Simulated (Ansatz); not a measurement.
# Bands, cutoff and cost in G0W0 for AlN (P6_3mc)

How do accuracy and time trade against each other in G0W0 on AlN (P6_3mc)?

Calculated with Ansatz 0.2.0; G0W0 on PBE, plane waves, PAW.

This is a report of a sequence of runs, with most program output left out.

The database entry behind the starting cell differs from later determinations by our own check (inner coordinate u about 0.002 short), so it need not match the best structure at ambient conditions.

## Step 1: Starting point

Symmetry: P6_3mc, No. 186, hexagonal system. The conventional cell has a = 3.113 Å, b = 3.113 Å, c = 4.981 Å, α = 90.00°, β = 90.00°, γ = 120.00°. Nearest to Al lie 4 N at 1.89 Å. Nearest to N lie 4 Al at 1.89 Å. Farther neighbours and most contacts between anions are not listed.

As a file:

```
Al N
1.0
     3.11300    0.00000    0.00000
    -1.55650    2.69594    0.00000
     0.00000    0.00000    4.98100
Al N
2 2
Direct
  0.33333 0.66667 0.00000
  0.66667 0.33333 0.50000
  0.33333 0.66667 0.38000
  0.66667 0.33333 0.88000
```

The cell and positions come from the Crystallography Open Database and are kept as given unless a step says otherwise. The default PAW set here is soft_1. Its files were made with PBE.

## Step 2: 44 empty bands, screening to 60 eV

G0W0 replaces the xc potential by the self-energy, built once from these orbitals. Only a window of levels is corrected, while the sums run over the empty bands that the input names.

Contents of input.yaml:

```yaml
crystal:
  lattice:
    - [3.113, 0.0, 0.0]
    - [-1.5565, 2.695937082, 0.0]
    - [0.0, 0.0, 4.981]
  atoms:
    - { symbol: Al, position: [0.3333333333, 0.6666666667, 0.0] }
    - { symbol: Al, position: [0.6666666667, 0.3333333333, 0.5] }
    - { symbol: "N", position: [0.3333333333, 0.6666666667, 0.38] }
    - { symbol: "N", position: [0.6666666667, 0.3333333333, 0.88] }
kpoints:
  mp_grid: { grid: [6, 6, 4] }
hamiltonian:
  xc: pbe
  pseudopotentials: { kind: paw, azcp: { folder: "./paw" } }
scf:
  occupations: { method: fixed }
gw:
  n_empty_bands: 44
  ecut_chi: 60
  qp_bands: [v2, c2]
  qp_kpoints: band_edges
  screening: { model: contour_deformation }
```

Run with:

```sh
$ ansatz run input.yaml --threads 3 --pin off --max-ram 92160MiB --backend cuda --events-out ev --progress --plain --runs-dir out --devices 1 --max-vram 13GiB
```

The job ended after 17 s (1 × NVIDIA H100 80GB HBM3 (shared by 6 runs) with 3 threads of AMD EPYC 7R13 (Zen 3), shared host; peak memory 0.99 GiB; 6.2 s of CPU time).

This step gave:

```yaml
bands_summed: 52
rpa_eps_infinity_on_this_mesh_eigenvalues: 4.321, 4.321, 4.475
plane_waves_in_the_screening_matrix: 37
q_points_in_the_mesh: 144
g0w0_gap_on_the_mesh: 5.484 eV
k_of_the_valence_top: 0, 0, 0
k_of_the_conduction_bottom: 0, 0, 0
starting_gap_on_the_mesh: 4.213 eV
z_at_the_valence_top: 0.7896
z_at_the_conduction_bottom: 0.8236
least_direct_g0w0_gap_on_the_computed_points: 5.484 eV
```

The gap on the mesh goes from 4.21 eV to 5.48 eV, a correction of +1.27 eV. Between the two edge states, bare exchange in place of the xc potential would open the gap by 8.62 eV, and correlation takes back 7.35 eV.

## Step 3: 124 empty bands, screening to 120 eV

Another rung: the empty bands reach about as high as the screening cutoff, so the two stay in balance.

input.yaml, as its differences from that of step 2:

```diff
@@ -18,4 +18,4 @@
 gw:
-  n_empty_bands: 44
-  ecut_chi: 60
+  n_empty_bands: 124
+  ecut_chi: 120
   qp_bands: [v2, c2]
```

Wall time 20 s (1 × NVIDIA H100 80GB HBM3 (shared by 6 runs) with 3 threads); peak memory 1.1 GiB; 10 s of CPU time.

This step gave:

```yaml
bands_summed: 132
rpa_eps_infinity_on_this_mesh_eigenvalues: 4.225, 4.225, 4.374
plane_waves_in_the_screening_matrix: 135
q_points_in_the_mesh: 144
g0w0_gap_on_the_mesh: 5.806 eV
k_of_the_valence_top: 0, 0, 0
k_of_the_conduction_bottom: 0, 0, 0
starting_gap_on_the_mesh: 4.213 eV
z_at_the_valence_top: 0.7831
z_at_the_conduction_bottom: 0.8175
least_direct_g0w0_gap_on_the_computed_points: 5.806 eV
```

Against the run with 6×6×4 mesh, 44 empty bands, screening to 60 eV, the gap moves by +0.32 eV.

## Step 4: 268 empty bands, screening to 200 eV

input.yaml, as its differences from that of step 3:

```diff
@@ -18,4 +18,4 @@
 gw:
-  n_empty_bands: 124
-  ecut_chi: 120
+  n_empty_bands: 268
+  ecut_chi: 200.0
   qp_bands: [v2, c2]
```

It took 18 s on 1 × NVIDIA H100 80GB HBM3 (shared by 6 runs) with 3 threads; peak memory 1.4 GiB.

This step gave:

```yaml
bands_summed: 276
rpa_eps_infinity_on_this_mesh_eigenvalues: 4.212, 4.212, 4.363
plane_waves_in_the_screening_matrix: 287
g0w0_gap_on_the_mesh: 5.915 eV
k_of_the_valence_top: 0, 0, 0
k_of_the_conduction_bottom: 0, 0, 0
starting_gap_on_the_mesh: 4.213 eV
least_direct_g0w0_gap_on_the_computed_points: 5.915 eV
```

Against the run with 6×6×4 mesh, 124 empty bands, screening to 120 eV, the gap moves by +0.11 eV.

## Step 5: Changing the k mesh: 6×6×2 mesh, 124 empty bands, screening to 120 eV

A second mesh at equal bands and cutoff isolates the sampling error. Bands and cutoff differ from the step before, so it is read against an earlier run that matches them.

input.yaml, as its differences from that of step 4:

```diff
@@ -11,3 +11,3 @@
 kpoints:
-  mp_grid: { grid: [6, 6, 4] }
+  mp_grid: { grid: [6, 6, 2] }
 hamiltonian:
@@ -18,4 +18,4 @@
 gw:
-  n_empty_bands: 268
-  ecut_chi: 200.0
+  n_empty_bands: 124
+  ecut_chi: 120
   qp_bands: [v2, c2]
```

It took 23 s on 1 × NVIDIA H100 80GB HBM3 (shared by 6 runs) with 3 threads; peak memory 1 GiB.

This step gave:

| Item | Value |
| --- | --- |
| bands summed | 132 |
| RPA ε∞ on this mesh (eigenvalues) | 4.237, 4.237, 4.394 |
| plane waves in the screening matrix | 135 |
| G0W0 gap on the mesh | 5.822 eV |
| k of the valence top | 0, 0, 0 |
| k of the conduction bottom | 0, 0, 0 |
| starting gap on the mesh | 4.214 eV |
| least direct G0W0 gap on the computed points | 5.822 eV |

Against the run with 6×6×4 mesh, 124 empty bands, screening to 120 eV, the gap moves by +0.016 eV.

## Step 6: Changing the frequency model: 6×6×4 mesh, 124 empty bands, screening to 120 eV, plasmon pole

A plasmon pole stands in for the full frequency dependence of the screening; this run shows what that costs in accuracy.

input.yaml, as its differences from that of step 5:

```diff
@@ -11,3 +11,3 @@
 kpoints:
-  mp_grid: { grid: [6, 6, 2] }
+  mp_grid: { grid: [6, 6, 4] }
 hamiltonian:
@@ -22,2 +22,2 @@
   qp_kpoints: band_edges
-  screening: { model: contour_deformation }
+  screening: { model: godby_needs }
```

It took 23 s on 1 × NVIDIA H100 80GB HBM3 (shared by 6 runs) with 3 threads; peak memory 1.2 GiB.

This step gave:

```
bands summed                                 : 132
plasmon-pole fit frequency                   : 22.97 eV
RPA ε∞ on this mesh (eigenvalues)            : 4.225, 4.225, 4.374
plane waves in the screening matrix          : 135
G0W0 gap on the mesh                         : 5.758 eV
k of the valence top                         : 0, 0, 0
k of the conduction bottom                   : 0, 0, 0
starting gap on the mesh                     : 4.213 eV
least direct G0W0 gap on the computed points : 5.758 eV
```

Against the run with 6×6×4 mesh, 124 empty bands, screening to 120 eV, the gap moves by −0.05 eV.

## Step 7: Changing the files: 6×6×4 mesh, 124 empty bands, screening to 120 eV, hard PAW files

Other atomic data (hard PAW) test the pseudisation: the cutoff goes from 420 to 900 eV and the valence electrons from 16 to 32, which opens shells that were frozen.

input.yaml, as its differences from that of step 6:

```diff
@@ -14,3 +14,3 @@
   xc: pbe
-  pseudopotentials: { kind: paw, azcp: { folder: "./paw" } }
+  pseudopotentials: { kind: paw, source: ansatz }
 scf:
@@ -22,2 +22,2 @@
   qp_kpoints: band_edges
-  screening: { model: godby_needs }
+  screening: { model: contour_deformation }
```

Elapsed: 40 s, on 1 × NVIDIA H100 80GB HBM3 (shared by 6 runs) with 3 threads; peak memory 1.2 GiB.

Numbers from this step:

```
bands summed                                 : 140
RPA ε∞ on this mesh (eigenvalues)            : 4.261, 4.261, 4.409
plane waves in the screening matrix          : 135
G0W0 gap on the mesh                         : 5.761 eV
k of the valence top                         : 0, 0, 0
k of the conduction bottom                   : 0, 0, 0
starting gap on the mesh                     : 4.221 eV
least direct G0W0 gap on the computed points : 5.761 eV
```

Against the run with 6×6×4 mesh, 124 empty bands, screening to 120 eV, the gap moves by −0.05 eV.

## Step 8: Side by side

Times are wall times on 1 × NVIDIA H100 80GB HBM3 (shared by 6 runs) with 3 threads of AMD EPYC 7R13 (Zen 3), shared host, good to a factor of about two.

```csv
mesh,files,frequency,bands summed,cutoff (eV),start (eV),G0W0 (eV),time,host memory (GiB)
6×6×4,default PAW,contour deformation,52,60,4.213,5.484,17 s,0.99
6×6×4,default PAW,contour deformation,132,120,4.213,5.806,20 s,1.1
6×6×4,default PAW,contour deformation,276,200,4.213,5.915,18 s,1.4
6×6×2,default PAW,contour deformation,132,120,4.214,5.822,23 s,1.0
6×6×4,default PAW,plasmon pole,132,120,4.213,5.758,23 s,1.2
6×6×4,hard PAW,contour deformation,140,120,4.221,5.761,40 s,1.2
```

How the two edges are built up, in eV (the quasiparticle level is the starting level plus Σx plus Σc less Vxc):

```csv
run,edge,start,Σx,Σc,Vxc,Z,QP
52 bands,valence top,7.11,-21.78,3.67,-17.81,0.79,6.81
52 bands,conduction bottom,11.33,-9.80,-3.69,-14.46,0.82,12.30
132 bands,valence top,7.11,-21.78,3.17,-17.81,0.78,6.32
132 bands,conduction bottom,11.33,-9.80,-3.86,-14.46,0.82,12.13
276 bands,valence top,7.11,-21.78,2.90,-17.81,0.78,6.05
276 bands,conduction bottom,11.33,-9.80,-4.02,-14.46,0.82,11.96
```

## Step 9: Summary of results

```yaml
52_bands_60_ev: 5.484 eV
132_bands_120_ev: 5.806 eV
276_bands_200_ev: 5.915 eV
estimated_limit_in_bands_and_cutoff: 6.01 eV
mesh_and_start: 6×6×4, PBE
```

In words: A line in one over the bands through the two highest rungs gives 6.01 eV, +0.10 eV from the top rung; the pair below gives 6.02 eV, in fair agreement. The rungs stand 0.53 eV (52 bands), 0.21 eV (132 bands) and 0.10 eV (276 bands) from it. From 52 to 276 bands the gap moves by +0.43 eV. Σc changes by −0.77 eV at the valence top and −0.34 eV at the conduction bottom, so the valence edge carries most of the change. On the 6×6×2 mesh in place of 6×6×4 the gap differs by +0.02 eV, of which +0.0003 eV is already in the start. The plasmon-pole model gives −0.05 eV against contour deformation, 3 % of the correction, and saved no time in this program. Hard PAW files move the gap by −0.05 eV at equal bands and cutoff, +0.01 eV of it in the start. The cheapest rung within 0.1 eV of this estimate is that with 276 bands (18 s).

[Paths, hosts, dates, memory and timing lines, banners, echoed tables and standing remarks are left out of the program output.]

[Logs are printed without paths, hosts, clocks, repeated set-up lines and the standing remarks that a program may print on its own settings, such as how far it seeks lower states.]

[Runs of the session that timed out or met a known fault of the program may be left out.]

[Cells called generated may have been cut or substituted from an entry of the Crystallography Open Database or the Materials Project.]

[Hosts, paths, dates, database ids (printed as entryN), source tags and the programs' standing remarks are cut or masked in the printed files.]
